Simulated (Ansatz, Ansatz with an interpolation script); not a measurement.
# G0W0 band structure of MoS2 (P6_3/mmc)

Aim: the G0W0 bands of MoS2 (P6_3/mmc) along the symmetry lines, with the gap off the mesh.

Main program and level: Ansatz 0.2.0; LDA, Wannier functions and G0W0, plane waves, PAW.

The database entry behind the starting cell differs from later determinations by our own check (about 0.3 % long), so it need not match the best structure at ambient conditions.

**1. Set-up**

Symmetry: P6_3/mmc, No. 194, hexagonal system. The conventional cell has a = 3.169 Å, b = 3.169 Å, c = 12.324 Å, α = 90.00°, β = 90.00°, γ = 120.00°. Nearest to Mo lie 6 S at 2.41 Å. Nearest to S lie 3 Mo at 2.41 Å. Farther neighbours and most contacts between anions are not listed.

As a file:

```cif
data_structure
_symmetry_space_group_name_H-M 'P 1'
_symmetry_Int_Tables_number 1
_cell_length_a 3.1690
_cell_length_b 3.1690
_cell_length_c 12.3240
_cell_angle_alpha 90.000
_cell_angle_beta 90.000
_cell_angle_gamma 120.000
_cell_volume 107.18
loop_
_atom_site_label
_atom_site_type_symbol
_atom_site_fract_x
_atom_site_fract_y
_atom_site_fract_z
_atom_site_occupancy
Mo1 Mo 0.33333 0.66667 0.25000 1
Mo2 Mo 0.66667 0.33333 0.75000 1
S3 S 0.33333 0.66667 0.62300 1
S4 S 0.66667 0.33333 0.12300 1
S5 S 0.33333 0.66667 0.87700 1
S6 S 0.66667 0.33333 0.37700 1
```

The cell and positions come from the Crystallography Open Database and are kept as given unless a step says otherwise.

**2. LDA bands**

The cheap functional maps the bands first; the places of the edges decide which points the dearer methods must see.

This step: DFT, LDA, plane waves, PAW; PAW set soft_1.

Input file input.yaml:

```yaml
crystal:
  lattice:
    - [3.169, 0.0, 0.0]
    - [-1.5845, 2.7444345, 0.0]
    - [0.0, 0.0, 12.324]
  atoms:
    - { symbol: Mo, position: [0.33333333, 0.66666667, 0.25] }
    - { symbol: Mo, position: [0.66666667, 0.33333333, 0.75] }
    - { symbol: S, position: [0.33333333, 0.66666667, 0.623] }
    - { symbol: S, position: [0.66666667, 0.33333333, 0.123] }
    - { symbol: S, position: [0.33333333, 0.66666667, 0.877] }
    - { symbol: S, position: [0.66666667, 0.33333333, 0.377] }
kpoints:
  mp_grid: { grid: [6, 6, 2] }
  band_path:
    path:
      - [[0.0, 0.0, 0.0], [0.5, 0.0, 0.0], [0.33333333, 0.33333333, 0.0], [0.0, 0.0, 0.0], [0.0, 0.0, 0.5], [0.5, 0.0, 0.5], [0.33333333, 0.33333333, 0.5], [0.0, 0.0, 0.5]]
      - [[0.5, 0.0, 0.5], [0.5, 0.0, 0.0]]
      - [[0.33333333, 0.33333333, 0.5], [0.33333333, 0.33333333, 0.0]]
    npoints: 10
hamiltonian:
  xc: lda
  pseudopotentials: { kind: paw, azcp: { folder: soft_1 }, xc_functional: pbe }
scf:
  occupations: { method: fermi_dirac, width: 0.02 }
  n_extra_bands: 57
output:
  eigenvalues: true
  fatbands: true
  write_density: true
  write_potential: true
  elf: true
  volumetric_format: npy
```

Launch:

```bash
> ansatz run input.yaml --threads 3 --pin off --max-ram 92160MiB --backend cuda --events-out ev --progress --plain --runs-dir out --devices 1 --max-vram 13GiB
```

Numbers of over 12 decimals in the logs are rounded to 6 here.

Log:

```text
scf.n_extra_bands = 57 over 26 filled bands (N_el = 52.0): the run solves 83 bands
GPUs: using 1 of 1 available (devices: 1).
Engine: ansatz 0.2.0, x86_64-unknown-linux-gnu
Pseudopotentials: kind: paw
Pseudopotential: Mo, paw, valence charge 14, recommended cutoff 420 eV (normal), soft_1/Mo.paw.azcp
Pseudopotential: S, paw, valence charge 6, recommended cutoff 420 eV (normal), soft_1/S.paw.azcp
Functional definition: SPW92
  exchange = slater_x
  correlation = pw_c
device memory: the entry about to start is reckoned to put 4.5 GiB on a device that reports 48.4 GiB free (of which the cap on the GPU budget leaves the run 13.0 GiB)
GPU FFT provider: cuFFT
GPU libraries: cuBLAS 13.8.2, cuFFT 12.4.0, cuSOLVER 12.3.4
Crystal: 6 atoms, lattice volume = 107.183 Å³
Basis set: ecut = 420 eV, 2081 PW (Γ)
Bands: 83, of which v1, the nominal top of the filled ones, is band 26 counted from 1 (25 counted from 0)
Symmetry: 24 space group operations
Space group: P63/mmc (ITA 194), of the structure as read, at distance tolerance 4.8e-5 Å
k-points: 14 of 72
Non-local potential: Mo, projectors of the file, l = 0: 3, l = 1: 2, l = 2: 2, l = 3: 1
Non-local potential: S, projectors of the file, l = 0: 2, l = 1: 2, l = 2: 1
PAW form: soft (Blöchl's): semilocal exchange-correlation on the pseudo side does not see the compensation charge
PAW frozen core: Mo, regenerated for the run's functional, and the local potential with it (the file was generated under x = pbe(κ = 0.804, μ = 0.219515), c = pbe(β = 0.066725))
PAW frozen core: S, regenerated for the run's functional, and the local potential with it (the file was generated under x = pbe(κ = 0.804, μ = 0.219515), c = pbe(β = 0.066725))
PAW one-centre angular grid: Mo, 590 points (default); XC on 64 Gauss nodes
PAW one-centre angular grid: S, 110 points (default); XC on 64 Gauss nodes
Initial density: superposition of atomic densities (chi_scale 0.1, normalization cell, long waves kept (reshape's long-wave potential 0.07 eV rms))
Initial wavefunctions: pseudopotential atomic-orbital guess
GPU buffer pool allocated for 51840 grid points (all kernels)
GPU transforms: local potential and band sums: pruned to the plane-wave sphere, on 24×24×90
Functional: x = slater, c = lda
SCF iter   1: F=—  HF=-13171.449946 eV  |F-HF|=—  |Δ(HF+E_count)|=         —  Δρ=6.06e-2  dr2=4.94e0  ethr=3.10e-3  ⟨swp⟩=6.1  Hψ=5984  notcnv=0  defer=224
preconditioner: auto → Resta (q_TF=auto, 2.418 Å⁻¹)  ε∞=2.0  [insulator: Δε(μ)=0.722 eV  Ē_g=21.574 eV  σ=0.020 eV  W_gap=1.00  n_scr=26 (ndim 8)  ℏωp=21.5 eV  f_vac=0.001  D(μ)=0.00/eV (n_scr^D=0)  ε∞_Penn≈2.0]
SCF iter   2: F=—  HF=-13169.964786 eV  |F-HF|=—  |Δ(HF+E_count)|=    1.49e0  Δρ=2.81e-2  dr2=8.82e-1  ethr=3.10e-3  ⟨swp⟩=2.1  Hψ=1480  notcnv=0  defer=686
SCF iter   3: F=—  HF=-13169.771821 eV  |F-HF|=—  |Δ(HF+E_count)|=   1.93e-1  Δρ=8.85e-3  dr2=9.39e-2  ethr=1.70e-3  ⟨swp⟩=2.8  Hψ=755  notcnv=0  defer=686
SCF iter   4: F=—  HF=-13169.755176 eV  |F-HF|=—  |Δ(HF+E_count)|=   1.66e-2  Δρ=6.92e-4  dr2=4.95e-4  ethr=1.81e-4  ⟨swp⟩=2.2  Hψ=657  notcnv=0  defer=686
SCF iter   5: F=—  HF=-13169.755187 eV  |F-HF|=—  |Δ(HF+E_count)|=   1.16e-5  Δρ=1.96e-4  dr2=2.39e-5  ethr=9.52e-7  ⟨swp⟩=3.2  Hψ=1220  notcnv=0  defer=686
SCF iter   6: F=—  HF=-13169.755264 eV  |F-HF|=—  |Δ(HF+E_count)|=   7.63e-5  Δρ=4.32e-5  dr2=1.41e-6  ethr=4.59e-8  ⟨swp⟩=2.1  Hψ=1213  notcnv=0  defer=686
SCF iter   7: F=-13169.755263 eV  HF=-13169.755263 eV  |F-HF|=5.27e-9  |Δ(HF+E_count)|=   4.29e-7  Δρ=8.03e-6  dr2=4.33e-8  ethr=1.92e-10  ⟨swp⟩=12.2  Hψ=7787  notcnv=0
SCF 1 converged in 7 iterations: F = -13169.755263 eV  dr2 = 4.33e-8
[...]
device memory: the entry about to start is reckoned to put 3.7 GiB on a device that reports 50.4 GiB free (of which the cap on the GPU budget leaves the run 13.0 GiB)
NSCF: frozen V_eff on 93 k-points
SCF converged after 7 iterations
Free energy (F): -13169.755263 eV
Harris-Foulkes:  -13169.755263 eV  (|F-HF|=5.27e-9)
Internal energy: -13169.755263 eV  (E = F + TS)
E sigma→0 (E₀):  -13169.755263 eV
Fermi energy:    11.051555 eV
--- Per-component energies (eV) ---
  E_band       = -323.066201
  E_kinetic    = 1269.214827
  E_local      = -3931.219514  (includes V_loc(G=0)·N_el)
  E_nonlocal   = 448.242832
  E_hartree    = 1514.208772
  E_xc         = -703.826079
  E_vxc        = -771.292480  (∫ρ·V_xc dr)
  E_paw        = -8506.718156  (= ΣΔE_a)
  E_vpaw       = -366.430043  (= ΣTr[D̂ρ^β])
  E_aug_tail   = 0.000079  (compensation charges beyond the density's cutoff)
  E_ewald      = -3261.216447
  E_core_change = 1.558422  (= ΣΔE_core)
  E_smearing   = -0.000000  (= −TS)
  E_closure    = 0.000000  (closes the sum)
  Σ components = -13169.755263   (vs F -13169.755263, Δ=0.00e0)
--- Band table (eV; the first three rows and the last of 14) ---
  k-point 0: bands = [... 22 lower, 8.5226, 9.4593, 9.5018, 10.6631, 12.7417, 12.7417, 12.7693, 12.7693, ... 53 higher]
  k-point 1: bands = [... 22 lower, 8.4992, 8.4992, 10.3940, 10.3940, 12.7471, 12.7471, 12.7471, 12.7471, ... 53 higher]
  k-point 2: bands = [... 22 lower, 8.5979, 9.4368, 9.5294, 9.8814, 12.1042, 12.4714, 12.5010, 12.7002, ... 53 higher]
  k-point 13: bands = [... 22 lower, 7.8083, 7.8083, 9.9353, 9.9353, 11.6814, 11.6814, 12.8847, 12.8847, ... 53 higher]
```

Wall time 11 s (1 × NVIDIA H100 80GB HBM3 (shared by 6 runs) with 3 threads of AMD EPYC 7R13 (Zen 3), shared host); peak memory 0.96 GiB; 15 s of CPU time.

This step gave:

| Item | Value |
| --- | --- |
| filled bands | 26 |
| gap | 0.8128 eV |
| valence top at | Γ |
| conduction bottom at | k = (0.167, 0.167, 0.000) |
| least direct gap | 1.647 eV |

The gap is indirect, with the least direct gap 0.83 eV higher.

Valence density in the ac plane at fractional y = 0.333, with atoms of Mo and S within 0.2 Å of it. It is the smooth field of the valence electrons, not physical close to the nuclei.

Ten steps, logarithmic in the rise over the least value, from '_' (0.0 e/Å³) to '@' (6.8 e/Å³), each cell a mean:
```
__..........____________________
::--------::::....________....::
--==========----::::....::::::--
==============------====--------
------------==++**##%%%%##**++==
==----::----++##%%@@@@@@@@@@##**
==----------++**%%@@@@@@@@%%##++
--==============++********++====
============--------::::::------
--========----::::..........::::
..::::::::::....____________....
________________________________
____________..::::--------::::..
::....__..::--==++++++++++++==--
--::::::::--==++**++====++**++++
==--::::----==++**++++++++**++++
------------======++++++++======
==++++++++====------------------
====++++======------------------
------------====++++++++++++++==
==--::::::--==++**++====++**++++
--::....::--==++++++++++++**++==
....______..::--==++++++++==--::
______________....::::::::....__
```
Columns run along a (3.2 Å), rows up along c (12.3 Å). Atoms in or near the plane, at fractional coordinates: Mo at (0.67, 0.75), S at (0.67, 0.12), S at (0.67, 0.38).

Electrostatic potential energy in the ac plane at fractional y = 0.333, with atoms of Mo and S within 0.2 Å of it. With pseudopotentials it is smooth inside the atoms' cores, unlike the true potential.

Ten even steps from '_' (-44 eV) to '@' (15 eV), each cell a mean:
```
@@@@@@@@@@@@@@@@@@@@@@@@@@@@@@@@
@@@@@@@@@@@@@@@@@@@@@@@@@@@@@@@@
%%%%####%%%%@@@@@@@@@@@@@@@@@@@@
%%%%%%%%%%%%%%%%%%%%%%%%%%%%%%%%
%%%%@@@@%%%%##**==::::::::--++##
##%%@@@@%%%%**::____________..++
##%%@@@@%%%%**--____________::++
%%%%%%%%%%%%%%##**++====++**##%%
%%%%####%%%%%%@@@@@@@@@@@@@@@@@@
@@%%%%%%%%%%@@@@@@@@@@@@@@@@@@@@
@@@@@@@@@@@@@@@@@@@@@@@@@@@@@@@@
@@@@@@@@@@@@@@@@@@@@@@@@@@@@@@@@
@@@@@@@@@@@@@@@@@@@@@@@@@@@@@@@@
@@@@@@@@@@@@@@%%**========++##%%
%%@@@@@@@@@@##++::..----::..==##
%%@@@@@@@@%%%%**--::::::::::++##
%%%%%%##%%%%%%%%%%##****####%%%%
##**++++**##%%%%%%@@@@@@@@@@%%%%
####******##%%%%%%%%%%%%%%%%%%%%
%%%%%%%%%%%%%%##**++======**##%%
%%@@@@@@@@%%##++::..::--::..==##
@@@@@@@@@@@@%%**--::::::::::++##
@@@@@@@@@@@@@@@@%%##****####%%@@
@@@@@@@@@@@@@@@@@@@@@@@@@@@@@@@@
```
Columns run along a (3.2 Å; values clipped at the 3rd and 97th percentile), rows up along c (12.3 Å). Atoms in or near the plane, at fractional coordinates: Mo at (0.67, 0.75), S at (0.67, 0.12), S at (0.67, 0.38).

**3. Wannier functions (Mo:4d S:3p) on 12×12×4**

Localised functions give a small Hamiltonian that interpolates between mesh points at no cost.

This step: maximally localised Wannier functions, LDA, plane waves, PAW; PAW set soft_1.

input.yaml, the sections that differ from step 2:

```yaml
kpoints:
  mp_grid: { grid: [6, 6, 2] }
scf:
  occupations: { method: fixed }
  n_extra_bands: 57
output:
  wannier:
    kmesh: [12, 12, 4]
    projections: [{ species: Mo, l: d, shell: 4 }, { species: S, l: p, shell: 3 }]
    minimise: true
    write_hr: true
    seedname: w
    conv_tol: 1.0e-06
    max_iter: 20000
    stability_check: false
    disentanglement:
      window: [3.61, 15.98]
      frozen_window: [3.61, 12.88]
      conv_tol: 1.0e-08
# crystal, hamiltonian: as in step 2
```

Log:

```text
[...]
GPUs: using 1 of 1 available (devices: 1).
[...]
GPU FFT provider: cuFFT
GPU libraries: cuBLAS 13.8.2, cuFFT 12.4.0, cuSOLVER 12.3.4
Crystal: 6 atoms, lattice volume = 107.183 Å³
Basis set: ecut = 420 eV, 2081 PW (Γ)
Bands: 83, of which v1, the nominal top of the filled ones, is band 26 counted from 1 (25 counted from 0)
Symmetry: 24 space group operations
[...]
k-points: 14 of 72
[...]
GPU buffer pool allocated for 51840 grid points (all kernels)
[...]
SCF iter   1: F=—  HF=-13171.447905 eV  |F-HF|=—  |Δ(HF+E_count)|=         —  Δρ=6.06e-2  dr2=4.94e0  ethr=3.10e-3  ⟨swp⟩=4.9  Hψ=4247  notcnv=0  defer=745
[...]
SCF iter   8: F=-13169.755263 eV  HF=-13169.755263 eV  |F-HF|=1.94e-8  |Δ(HF+E_count)|=   9.22e-8  Δρ=8.63e-6  dr2=5.11e-8  ethr=1.92e-10  ⟨swp⟩=12.6  Hψ=9244  notcnv=0
SCF 1 converged in 8 iterations: F = -13169.755263 eV  dr2 = 5.11e-8
[...]
NSCF: frozen V_eff on 14 k-points
the band table was solved once the SCF had ended and its energy, with any forces and stress, was formed, with the checks that follow a solve (4522 applications of the Hamiltonian). They found nothing against the state; the energy, forces and stress were not computed again (output.eigenvalues in the input reference)
[...]
the Wannier pass solved 61 of the 576 points of its mesh, and has the states at the others by symmetry: states obtained by the crystal's operations at points that were solved too leave a residual of 3.84e-13 eV (read by the count's bands and the next), within 6.67e-6 eV
SCF converged after 8 iterations
Free energy (F): -13169.755263 eV
[...]
Internal energy: -13169.755263 eV  (E = F + TS)
E sigma→0 (E₀):  -13169.755263 eV
Fermi energy:    10.663017 eV
[...]
--- Band table (eV; the first three rows and the last of 14) ---
  k-point 0: bands = [... 22 lower, 8.5226, 9.4592, 9.5018, 10.6630, 12.7417, 12.7417, 12.7693, 12.7693, ... 53 higher]
  k-point 1: bands = [... 22 lower, 8.4992, 8.4992, 10.3940, 10.3940, 12.7471, 12.7471, 12.7471, 12.7471, ... 53 higher]
  k-point 2: bands = [... 22 lower, 8.5980, 9.4368, 9.5295, 9.8814, 12.1042, 12.4713, 12.5010, 12.7002, ... 53 higher]
  k-point 13: bands = [... 22 lower, 7.8083, 7.8083, 9.9353, 9.9353, 11.6813, 11.6813, 12.8847, 12.8847, ... 53 higher]
Wannier search: line search 1 of at most 20000: gauge-dependent spread (as the search counts it) 2.6834018 Å², largest recent change 2.8e-1 Å² against conv_tol 1.0e-6 Å², 0 stops escaped
[...]
```

Elapsed: 63 s, on 1 × NVIDIA H100 80GB HBM3 (shared by 6 runs) with 3 threads; peak memory 1.5 GiB; 94 s of CPU time.

This step gave:

```yaml
gauge_invariant_spread: 36.57 Å²
diagonal_spread: 0.06167 Å²
off_diagonal_spread: 2.238 Å²
total_spread: 38.86 Å²
least_projectability: 0.4815
localisation_steps: 2270
disentanglement_steps: 4
r_m_s_interpolation_error: 1.59e-4 eV
r_m_s_error_near_the_gap: 2.27e-4 eV
```

Near the gap the model misses directly solved bands by 0.2 meV r.m.s. and by 3 meV at most in the window tested. This tests the starting bands, not the corrections carried with them.

Wannier functions, by row:

| function | x (Å) | y (Å) | z (Å) | spread (Å²) | nearest atom | distance (Å) |
| --- | --- | --- | --- | --- | --- | --- |
| 1 | 0 | 1.837 | 3.081 | 1.532 | Mo1 | 0.007 |
| 2 | 0 | 1.786 | 3.081 | 1.947 | Mo1 | 0.044 |
| 3 | 0 | 1.873 | 3.081 | 1.947 | Mo1 | 0.044 |
| 4 | 0 | 1.708 | 3.081 | 1.71 | Mo1 | 0.122 |
| 5 | 0 | 1.943 | 3.081 | 1.717 | Mo1 | 0.113 |
| 6 | 1.584 | 0.908 | 9.243 | 1.532 | Mo2 | 0.007 |
| 7 | 1.584 | 0.958 | 9.243 | 1.947 | Mo2 | 0.044 |
| 8 | 1.584 | 0.871 | 9.243 | 1.947 | Mo2 | 0.044 |
| 9 | 1.584 | 1.037 | 9.243 | 1.71 | Mo2 | 0.122 |
| 10 | 1.584 | 0.801 | 9.243 | 1.717 | Mo2 | 0.113 |
| 11 | 0 | 1.819 | 7.592 | 1.849 | S3 | 0.087 |
| 12 | 0 | 1.819 | 7.72 | 1.72 | S3 | 0.044 |
| 13 | 0 | 1.851 | 7.72 | 1.721 | S3 | 0.047 |
| 14 | 1.584 | 0.926 | 1.43 | 1.849 | S4 | 0.087 |
| 15 | 1.584 | 0.926 | 1.558 | 1.72 | S4 | 0.044 |
| 16 | 1.584 | 0.893 | 1.558 | 1.721 | S4 | 0.047 |
| 17 | 0 | 1.819 | 10.89 | 1.849 | S5 | 0.087 |
| 18 | 0 | 1.819 | 10.77 | 1.72 | S5 | 0.044 |
| 19 | 0 | 1.851 | 10.77 | 1.721 | S5 | 0.047 |
| 20 | 1.584 | 0.926 | 4.732 | 1.849 | S6 | 0.087 |
| 21 | 1.584 | 0.926 | 4.604 | 1.72 | S6 | 0.044 |
| 22 | 1.584 | 0.893 | 4.604 | 1.721 | S6 | 0.047 |

Frozen up to 2.21 eV; above it the model need not follow the bands. Electronic bands along the path, in eV, zero at the valence-band top:

| point | band 23 | band 24 | band 25 | band 26 | band 27 | band 28 | band 29 | band 30 |
| --- | --- | --- | --- | --- | --- | --- | --- | --- |
| Γ | -2.14 | -1.20 | -1.16 | 0.00 | 2.08 | 2.08 | 2.11 | 2.11 |
| halfway | -2.31 | -1.58 | -1.52 | -1.39 | 1.15 | 1.57 | 1.79 | 2.00 |
| M | -1.72 | -1.52 | -1.42 | -1.29 | 1.57 | 1.62 | 1.95 | 2.23 |
| halfway | -2.77 | -2.32 | -1.12 | -0.93 | 1.42 | 1.53 | 2.25 | 2.33 |
| K | -2.67 | -2.67 | -0.80 | -0.63 | 1.02 | 1.02 | 1.74 | 2.80 |
| halfway | -1.79 | -1.57 | -1.50 | -1.48 | 0.81 | 1.60 | 1.68 | 1.72 |
| Γ | -2.14 | -1.20 | -1.16 | 0.00 | 2.08 | 2.08 | 2.11 | 2.11 |
| halfway | -2.15 | -1.86 | -0.64 | -0.06 | 2.08 | 2.08 | 2.10 | 2.10 |
| A | -2.16 | -2.16 | -0.27 | -0.27 | 2.08 | 2.08 | 2.08 | 2.08 |
| halfway | -2.05 | -2.05 | -1.40 | -1.40 | 1.50 | 1.50 | 1.67 | 1.67 |
| L | -1.62 | -1.62 | -1.35 | -1.35 | 1.59 | 1.59 | 2.10 | 2.10 |
| halfway | -2.59 | -2.59 | -1.01 | -1.01 | 1.48 | 1.48 | 2.29 | 2.29 |
| H | -2.85 | -2.85 | -0.73 | -0.73 | 1.02 | 1.02 | 2.22 | 2.22 |
| halfway | -1.74 | -1.74 | -1.49 | -1.49 | 1.16 | 1.16 | 1.78 | 1.78 |
| A | -2.16 | -2.16 | -0.27 | -0.27 | 2.08 | 2.08 | 2.08 | 2.08 |
| jump to L | -1.62 | -1.62 | -1.35 | -1.35 | 1.59 | 1.59 | 2.10 | 2.10 |
| halfway | -1.69 | -1.55 | -1.40 | -1.31 | 1.58 | 1.61 | 2.00 | 2.20 |
| M | -1.72 | -1.52 | -1.42 | -1.29 | 1.57 | 1.62 | 1.95 | 2.23 |
| jump to H | -2.85 | -2.85 | -0.73 | -0.73 | 1.02 | 1.02 | 2.22 | 2.22 |
| halfway | -2.75 | -2.75 | -0.78 | -0.66 | 1.02 | 1.02 | 1.87 | 2.63 |
| K | -2.67 | -2.67 | -0.80 | -0.63 | 1.02 | 1.02 | 1.74 | 2.80 |

The same for Kohn-Sham, solved directly:

| point | band 23 | band 24 | band 25 | band 26 | band 27 | band 28 | band 29 | band 30 |
| --- | --- | --- | --- | --- | --- | --- | --- | --- |
| Γ | -2.14 | -1.20 | -1.16 | 0.00 | 2.08 | 2.08 | 2.11 | 2.11 |
| M | -1.72 | -1.52 | -1.42 | -1.29 | 1.57 | 1.62 | 1.95 | 2.23 |
| K | -2.67 | -2.67 | -0.80 | -0.63 | 1.02 | 1.02 | 1.74 | 2.80 |
| Γ | -2.14 | -1.20 | -1.16 | 0.00 | 2.08 | 2.08 | 2.11 | 2.11 |
| A | -2.16 | -2.16 | -0.27 | -0.27 | 2.08 | 2.08 | 2.08 | 2.08 |
| L | -1.62 | -1.62 | -1.35 | -1.35 | 1.59 | 1.59 | 2.10 | 2.10 |
| H | -2.85 | -2.85 | -0.73 | -0.73 | 1.02 | 1.02 | 2.22 | 2.22 |
| A | -2.16 | -2.16 | -0.27 | -0.27 | 2.08 | 2.08 | 2.08 | 2.08 |
| L | -1.62 | -1.62 | -1.35 | -1.35 | 1.59 | 1.59 | 2.10 | 2.10 |
| M | -1.72 | -1.52 | -1.42 | -1.29 | 1.57 | 1.62 | 1.95 | 2.23 |
| H | -2.85 | -2.85 | -0.73 | -0.73 | 1.02 | 1.02 | 2.22 | 2.22 |
| K | -2.67 | -2.67 | -0.80 | -0.63 | 1.02 | 1.02 | 1.74 | 2.80 |

(Part 1 of 3 ends here.)

[Paths, hosts, dates, memory and timing lines, banners, echoed tables and standing remarks are left out of the program output.]

[Logs are printed without paths, hosts, clocks, repeated set-up lines and the standing remarks that a program may print on its own settings, such as how far it seeks lower states.]

[Runs of the session that timed out or met a known fault of the program may be left out.]

[Hosts, paths, dates, database ids (printed as entryN), source tags and the programs' standing remarks are cut or masked in the printed files.]
